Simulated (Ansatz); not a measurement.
# Decaying states in the gap of K2NaBF6, part 2 of 2

A new crystal, K2NaBF6: structure, gap and complex bands. It is built by putting B for Ga in the K2NaGaF6 structure of space group Fm-3m, with the volume rescaled by atomic radii. The parent structure comes from the Materials Project.

Ansatz 0.2.0; PBE DFT, plane waves, PAW files (the session's first sound run).

So far, gap on path (eV): step 3 (the bulk crystal and its band edges) 6.67.

The structure was built from a prototype and need not be the compound's stable phase.

### Step 6. Complex bands, plane (001) (continued)

K parallel (0.5, 0); values up to 1.5 1/Å, a degenerate pair printed once or twice; energies at which all values exceed this have no row. Table of Im kz of the slowest decaying states by energy, zero at the highest filled level on the SCF mesh:

| energy (eV) | decay 1 (Å⁻¹) | decay 2 (Å⁻¹) | decay 3 (Å⁻¹) | decay 4 (Å⁻¹) |
| --- | --- | --- | --- | --- |
| -1.00 | 0.0685 | 0.0837 | 0.506 | 0.733 |
| -0.34 | 0.407 | 0.497 | 0.523 | 0.725 |
| 0.10 | 0.459 | 0.657 | 0.677 | 0.768 |
| 0.32 | 0.532 | 0.728 | 0.750 | 0.833 |
| 0.76 | 0.617 | 0.794 | 0.848 | 0.908 |
| 1.42 | 0.689 | 0.854 | 0.951 | 1.05 |
| 2.08 | 0.732 | 0.895 | 0.996 | 1.09 |
| 2.74 | 0.758 | 0.929 | 1.02 | 1.11 |
| 3.40 | 0.772 | 0.959 | 1.04 | 1.14 |
| 3.84 | 0.777 | 0.979 | 1.05 | 1.17 |
| 4.50 | 0.779 | 1.01 | 1.04 | 1.06 |
| 5.16 | 0.776 | 0.930 | 1.04 | 1.07 |
| 5.82 | 0.769 | 0.834 | 1.03 | 1.08 |
| 6.26 | 0.765 | 0.769 | 0.994 | 1.11 |
| 6.92 | 0.658 | 0.768 | 0.948 | 1.08 |
| 7.58 | 0.499 | 0.792 | 0.873 | 0.895 |

At the listed wavevectors the last open channel is at -0.12 eV and the next at +6.70 eV on the grid. At +3.40 eV, the grid energy nearest the filling level (the middle of the gap on the SCF mesh), the slowest state at the listed wavevectors decays with κ = 0.559 Å⁻¹, its amplitude falling by e over 1.8 Å; the first such run, plane (111), gave 0.529 Å⁻¹.

### Step 7. Band edges at another level, cutoff 1500 eV

This step: PBE DFT, plane waves, JTH PAW files (Ansatz 0.2.0).

The edges again with JTH files, at the same atoms. Against that run the cutoff is 1500 eV against 420.

File input.yaml:

```yaml
crystal:
  lattice:
    - [0.0, 3.9797127747, 3.9797127747]
    - [3.9797127747, 0.0, 3.9797127747]
    - [3.9797127747, 3.9797127747, 0.0]
  atoms:
    - { symbol: K, position: [0.75, 0.75, 0.75] }
    - { symbol: K, position: [0.25, 0.25, 0.25] }
    - { symbol: Na, position: [0.5, 0.5, 0.5] }
    - { symbol: B, position: [0.0, 0.0, 0.0] }
    - { symbol: F, position: [0.7921375189, 0.2078624811, 0.2078624811] }
    - { symbol: F, position: [0.2078624811, 0.2078624811, 0.7921375189] }
    - { symbol: F, position: [0.2078624811, 0.7921375189, 0.7921375189] }
    - { symbol: F, position: [0.2078624811, 0.7921375189, 0.2078624811] }
    - { symbol: F, position: [0.7921375189, 0.2078624811, 0.7921375189] }
    - { symbol: F, position: [0.7921375189, 0.7921375189, 0.2078624811] }
kpoints:
  mp_grid: { grid: [6, 6, 6] }
  band_path: { path: [VBM, CBM], npoints: 30 }
scf:
  occupations: { method: fixed }
hamiltonian:
  xc: pbe
  pseudopotentials: { kind: paw, source: jth }
output:
  eigenvalues: true
```

On the command line:

```bash
$ ansatz run input.yaml --threads 2 --pin off --max-ram 4096MiB --backend cpu --events-out ev --progress --plain --runs-dir out
```

Run time: 55 s. Hardware: 2 threads of Arm Neoverse V1, shared host; peak memory 1 GiB; 1.8 min of CPU time.

Numbers from this step:

```yaml
free_energy: -9577.0040 eV
fermi_energy: 2.542 eV
gap_on_the_k_mesh: 6.655 eV
gap_on_path: 6.655 eV, by band count; negative where bands overlap
direct_gap_on_path: 6.655 eV
```

Levels at VBM (eV): -6.42, -4.20, -4.20, -4.20, -2.44, -2.44, -2.44, -1.27, -1.27, -0.90, -0.90, -0.90, -0.70, -0.70, -0.70, 0.00, 0.00, 0.00, 6.65.

The searched edges give 6.65 eV, as on the mesh.

### Step 8. Complex bands at another level

This step: PBE DFT, plane waves, JTH PAW files; complex bands by layer matching along the plane's normal (Ansatz 0.2.0).

The complex bands at that level, over its own gap, at (0, 0) and (0.5, 0).

File input.yaml:

```yaml
crystal:
  lattice:
    - [5.62816378, 0.0, 0.0]
    - [2.81408189, 4.87413281, 0.0]
    - [2.81408189, 1.624710937, 4.595376484]
  atoms:
    - { symbol: K, position: [0.25, 0.25, 0.25] }
    - { symbol: K, position: [0.75, 0.75, 0.75] }
    - { symbol: Na, position: [0.5, 0.5, 0.5] }
    - { symbol: B, position: [0.0, 0.0, 0.0] }
    - { symbol: F, position: [0.7921375189, 0.7921375189, 0.2078624811] }
    - { symbol: F, position: [0.7921375189, 0.2078624811, 0.2078624811] }
    - { symbol: F, position: [0.2078624811, 0.2078624811, 0.7921375189] }
    - { symbol: F, position: [0.2078624811, 0.7921375189, 0.2078624811] }
    - { symbol: F, position: [0.7921375189, 0.2078624811, 0.7921375189] }
    - { symbol: F, position: [0.2078624811, 0.7921375189, 0.7921375189] }
kpoints:
  mp_grid: { grid: [6, 6, 6] }
scf:
  occupations: { method: fixed }
hamiltonian:
  xc: pbe
  pseudopotentials: { kind: paw, source: jth }
output:
  eigenvalues: true
  transmission:
    leads: [[0, 0]]
    kpoints: [[0.0, 0.0], [0.5, 0.0]]
    e_range: [-1.0, 7.65]
    de: 0.22
```

Wall time 0.27 s (2 threads); peak memory 0.2 GiB.

The input was rejected at the start.

The program's message: “Error: memory limit exceeded: the `transmission` phase of `transmission` needs 7.31 GiB against the run's memory maximum of 4.00 GiB; largest carriers: transmission 6.92 GiB, unmodelled-tail allowance …”

### Step 9. A repeat with changed settings

This step: PBE DFT, plane waves, PAW files; complex bands by layer matching along the plane's normal; changed: basis.ENCUT = 60, scf.max_iter = 75 (Ansatz 0.2.0).

This run repeats an earlier one, its twin (the complex run, plane (111)), with two settings changed (scf.max_iter, basis.ENCUT; files written aside). The setting was drawn as a possible misstep, on purpose. Where the input is shown as a difference, that is against the step before, not the twin.

Changes to input.yaml since step 8:

```diff
@@ -20,5 +20,5 @@
   occupations: { method: fixed }
+  max_iter: 75
 hamiltonian:
   xc: pbe
-  pseudopotentials: { kind: paw, source: jth }
 output:
@@ -28,3 +28,5 @@
     kpoints: [[0.0, 0.0], [0.5, 0.0]]
-    e_range: [-1.0, 7.65]
+    e_range: [-1.0, 7.67]
     de: 0.22
+basis:
+  ENCUT: 60
```

Elapsed: 0.02 s, on 2 threads; peak memory 0.022 GiB.

The input was rejected at the start.

The program's message: “Error: YAML parse error: error: line 32 column 3: unknown field `ENCUT`, expected one of ecutwfc, ecutrho_ratio, smooth_cutoff_half_width, xc_grid, low_memory, fft_grid_basis, precision, gaussian, spl …”

The change that led to it: basis.ENCUT = 60.

### Step 10. Results

```yaml
band_gap: 6.67 eV
least_decay_constant_at_mid_gap_normal_to_111: 0.529 Å⁻¹
least_decay_constant_at_mid_gap_normal_to_001: 0.559 Å⁻¹
least_decay_constant_on_a_mesh_normal_to_111: 0.531 Å⁻¹
```

**Reading.** With PBE, the slowest decay at the wavevectors tried is κ = 0.529 Å⁻¹, normal to (111). Through such a film the transmission near mid-gap falls as exp(−2κd), a factor of ten every 2.2 Å. The directions tried decay at nearly the same rate. A free electron under a barrier of half the gap would need a mass of 0.32 mₑ to decay at this rate. The compound is made up by substitution; its stability against other phases and against distortions of the cell's symmetry was not tested. A semilocal functional narrows gaps, so real decay constants are likely larger.

[Logs are printed without paths, hosts, clocks, repeated set-up lines and the standing remarks that a program may print on its own settings, such as how far it seeks lower states.]

[Hosts, paths, dates, database ids (printed as entryN), source tags and the programs' standing remarks are cut or masked in the printed files.]
